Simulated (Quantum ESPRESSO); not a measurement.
**NaF (Villiaumite): a worked LO-TO splitting**

How high does the longitudinal optical mode of NaF (Villiaumite) lie, given the transverse one, the Born charge and ε∞?

Main program and level: Quantum ESPRESSO 7.5; DFT LDA, scalar-relativistic, plane waves, PseudoDojo norm-conserving pseudopotentials.

## 1. The relaxed structure

The structure is cubic, space group Fm-3m (No. 225). The conventional cell has a = 4.502 Å, b = 4.502 Å, c = 4.502 Å, α = 90.00°, β = 90.00°, γ = 90.00°. Nearest to Na lie 6 F at 2.25 Å. F has 6 Na at 2.25 Å nearest. Farther neighbours and most contacts between anions are not listed.

As a file:

```xyz
2
Lattice="-2.2512 0.0000 2.2512 0.0000 2.2512 2.2512 -2.2512 2.2512 0.0000" Properties=species:S:1:pos:R:3 pbc="T T T"
Na    0.0000    0.0000    0.0000
F    -2.2512    2.2512    2.2512
```

This is the cell after its relaxation at this level of theory, not the database cell from which that began.

## 2. What the response run gave

A linear-response run on the relaxed cell, with the response to an electric field; only its zone-centre results are used. Cutoff 88 Ry, k mesh 8×8×8.

Log:

```text
[banners, grids, parts of the stress and lines that vanish by symmetry left out]
Program PHONON v.7.5
     Reading xml data from directory:

[...]
Exchange-correlation= PW
                           (   1   4   0   0   0   0   0)
[...]
(   8 q-points):
[...]
kinetic-energy cut-off    =      88.0000  Ry
     charge density cut-off    =     352.0000  Ry
     convergence threshold     =      1.0E-18
[...]
Exchange-correlation= PW
                           (   1   4   0   0   0   0   0)
[...]
q = (   0.0000000   0.0000000   0.0000000 )
     49 Sym.Ops. (with q -> -q+G )
     G cutoff =  322.7340  (  17153 G-vectors)     FFT grid: ( 36, 36, 36)
     number of k points=    29
[...]
Mode symmetry, O_h (m-3m)  point group:
[...]
Dielectric constant
[...]
End of electric fields calculation
          Dielectric constant in cartesian axis
          (       1.930609976      -0.000000000      -0.000000000 )
          (      -0.000000000       1.930609976       0.000000000 )
          (      -0.000000000       0.000000000       1.930609976 )
          Effective charges (d Force / dE) in cartesian axis without acoustic sum rule applied (asr)
           atom    1  Na    Mean Z*:        0.99910
      Ex  (        0.99910        0.00000        0.00000 )
      Ey  (        0.00000        0.99910       -0.00000 )
      Ez  (        0.00000       -0.00000        0.99910 )
           atom    2  F     Mean Z*:       -0.99841
      Ex  (       -0.99841       -0.00000        0.00000 )
      Ey  (       -0.00000       -0.99841        0.00000 )
      Ez  (       -0.00000        0.00000       -0.99841 )
          Effective charges Sum: Mean:        0.00069
[...]
Effective charges (d Force / dE) in cartesian axis with asr applied:
           atom    1  Na    Mean Z*:        0.99875
[...]
atom    2  F     Mean Z*:       -0.99875
[...]
Representation #   1 modes #   1   2   3
[...]
End of self-consistent calculation
     Convergence has been achieved
     Representation #   2 modes #   4   5   6
[...]
End of self-consistent calculation
     Convergence has been achieved
[...]
Dielectric constant in cartesian axis
          (       1.930609976      -0.000000000      -0.000000000 )
          (      -0.000000000       1.930609976       0.000000000 )
          (      -0.000000000       0.000000000       1.930609976 )
          Effective charges (d Force / dE) in cartesian axis without acoustic sum rule applied (asr)
           atom    1  Na    Mean Z*:        0.99910
[...]
Mode symmetry, C_s (m)     point group:
[...]
q = (    0.530330086  -0.176776695   0.530330086 )
[...]
Mode symmetry, C_s (m)     point group:
     freq (   1-   1) =        159.3  [cm-1]   --> A''
     freq (   2-   2) =        205.8  [cm-1]   --> A'
     freq (   3-   3) =        244.3  [cm-1]   --> A'
     freq (   4-   4) =        266.8  [cm-1]   --> A''
     freq (   5-   5) =        285.9  [cm-1]   --> A'
     freq (   6-   6) =        316.2  [cm-1]   --> A'
[...]
Mode symmetry, C_2v (mm2)  point group:
[...]
q = (    0.353553391   0.000000000   0.353553391 )
[...]
Mode symmetry, C_2v (mm2)  point group:
     freq (   1-   1) =        168.7  [cm-1]   --> B_2  D_4  S_4
     freq (   2-   2) =        195.8  [cm-1]   --> B_1  D_3  S_3
     freq (   3-   3) =        222.7  [cm-1]   --> B_1  D_3  S_3
     freq (   4-   4) =        249.8  [cm-1]   --> A_1  D_1  S_1
     freq (   5-   5) =        292.0  [cm-1]   --> B_2  D_4  S_4
     freq (   6-   6) =        336.1  [cm-1]   --> A_1  D_1  S_1
[...]
Mode symmetry, D_4h(4/mmm) point group:
[...]
Convergence has been achieved
[...]
Convergence has been achieved
[...]
Convergence has been achieved
[...]
Convergence has been achieved
[...]
q = (    0.000000000  -0.707106781   0.000000000 )
[...]
freq (    5) =       8.707266 [THz] =     290.443135 [cm-1]
     freq (    6) =       9.324137 [THz] =     311.019726 [cm-1]
[...]
Mode symmetry, D_4h(4/mmm) point group:
     freq (   1-   2) =        144.4  [cm-1]   --> E_u  X_5' M_5'
     freq (   3-   3) =        265.6  [cm-1]   --> A_2u X_4' M_4'
     freq (   4-   5) =        290.4  [cm-1]   --> E_u  X_5' M_5'
     freq (   6-   6) =        311.0  [cm-1]   --> A_2u X_4' M_4'
[...]
Mode symmetry, D_2d (-42m) point group:
[...]
Representation #   1 mode #   1
[...]
Convergence has been achieved
     Representation #   2 mode #   2
[...]
Convergence has been achieved
     Representation #   3 modes #   3   4
[...]
End of self-consistent calculation
     Convergence has been achieved
     Representation #   4 modes #   5   6
[...]
End of self-consistent calculation
     Convergence has been achieved
[...]
q = (   -0.353553391  -0.707106781   0.000000000 )
[...]
freq (    1) =       6.437887 [THz] =     214.744789 [cm-1]
     freq (    2) =       6.437887 [THz] =     214.744789 [cm-1]
     freq (    3) =       6.784528 [THz] =     226.307491 [cm-1]
     freq (    4) =       7.488481 [THz] =     249.788826 [cm-1]
     freq (    5) =       9.010078 [THz] =     300.543861 [cm-1]
     freq (    6) =       9.010078 [THz] =     300.543861 [cm-1]
[...]
Mode symmetry, D_2d (-42m) point group:
     freq (   1-   2) =        214.7  [cm-1]   --> E    X_5  W_3
     freq (   3-   3) =        226.3  [cm-1]   --> B_2  X_3  W_2
     freq (   4-   4) =        249.8  [cm-1]   --> A_1  X_1  W_1
     freq (   5-   6) =        300.5  [cm-1]   --> E    X_5  W_3

   JOB DONE.
```

```
                       quantity   value
             cell volume Ω (Å³)  22.818
                 mass of Na (u)  22.990
                  mass of F (u)  18.998
     Born charge of Na, raw (e)   0.999
      Born charge of F, raw (e)  -0.998
                             ε∞   1.931
ω(TO) after the sum rule (cm⁻¹)   275.9
```

## 3. The calculation

The charges must sum to zero over the cell; taking off their mean, 0.000 e, leaves Z* = 0.999 e on Na. In the polar mode Na moves against F, so the reduced mass is μ = 22.99 × 19.00 / 41.99 = 10.402 u.

A longitudinal wave builds up a field that adds to the restoring force: ω(LO)² = ω(TO)² + 4π Z*² / (μ Ω ε∞), in Hartree atomic units. With μ = 18962 electron masses and Ω = 153.98 bohr³ the second term is 2.2237e-06 Ha², or 107112 cm⁻² (1 Ha = 219474.6 cm⁻¹).

So ω(LO) = √(76137 + 107112) = 428.1 cm⁻¹, and by the Lyddane-Sachs-Teller relation ε₀ = ε∞ (ω(LO)/ω(TO))² = 4.65.

## 4. Check against the program

The analysis program adds the same non-analytic term to the full matrix, here for q along (1 0 0).

Log:

```text
[banner, memory and clock lines left out]
Program DYNMAT v.7.5

     Reading Dynamical Matrix from file x.dyn1
     ...Force constants read
     ...epsilon and Z* read

     Polarizability (A^3 units)
     multiply by 0.763240 for Clausius-Mossotti correction
         1.689814   -0.000000   -0.000000
        -0.000000    1.689814    0.000000
        -0.000000    0.000000    1.689814

     IR activities are in (D/A)^2/amu units

# mode   [cm-1]    [THz]      IR
    1     -0.00   -0.0000    0.0000
    2     -0.00   -0.0000    0.0000
    3      0.00    0.0000    0.0000
    4    275.93    8.2723    2.2124
    5    275.93    8.2723    2.2124
    6    428.08   12.8335    2.2124
```

ε₀ comes from the program's run without a direction of q.

| quantity | by hand | program |
| --- | --- | --- |
| ω(LO) (cm⁻¹) | 428.1 | 428.1 |
| ε₀ | 4.65 | 4.65 |

## 5. Outcome

| Quantity | Value |
| --- | --- |
| TO mode | 275.9 cm⁻¹ |
| LO mode | 428.1 cm⁻¹ |
| static dielectric constant | 4.647 |

What this shows: The LO mode of NaF (Villiaumite) lies at 428 cm⁻¹, 152 cm⁻¹ above the TO mode; the formula meets the program within 0.1 cm⁻¹, as it must for a cubic crystal with one polar mode. ω(LO)² − ω(TO)² goes with Z*²/ε∞: an error of 5 % in ε∞ would move the LO mode by 6.0 cm⁻¹, and semilocal functionals tend to overestimate ε∞. These are harmonic values at zero temperature, at the volume of this functional, for the structure held cubic; stability elsewhere in the zone is no part of this calculation.

[Host names and launcher messages were left out of these logs when they were recorded.]

[Logs are printed without paths, hosts, clocks, repeated set-up lines and the standing remarks that a program may print on its own settings, such as how far it seeks lower states.]

[Hosts, paths, dates, database ids (printed as entryN), source tags and the programs' standing remarks are cut or masked in the printed files.]
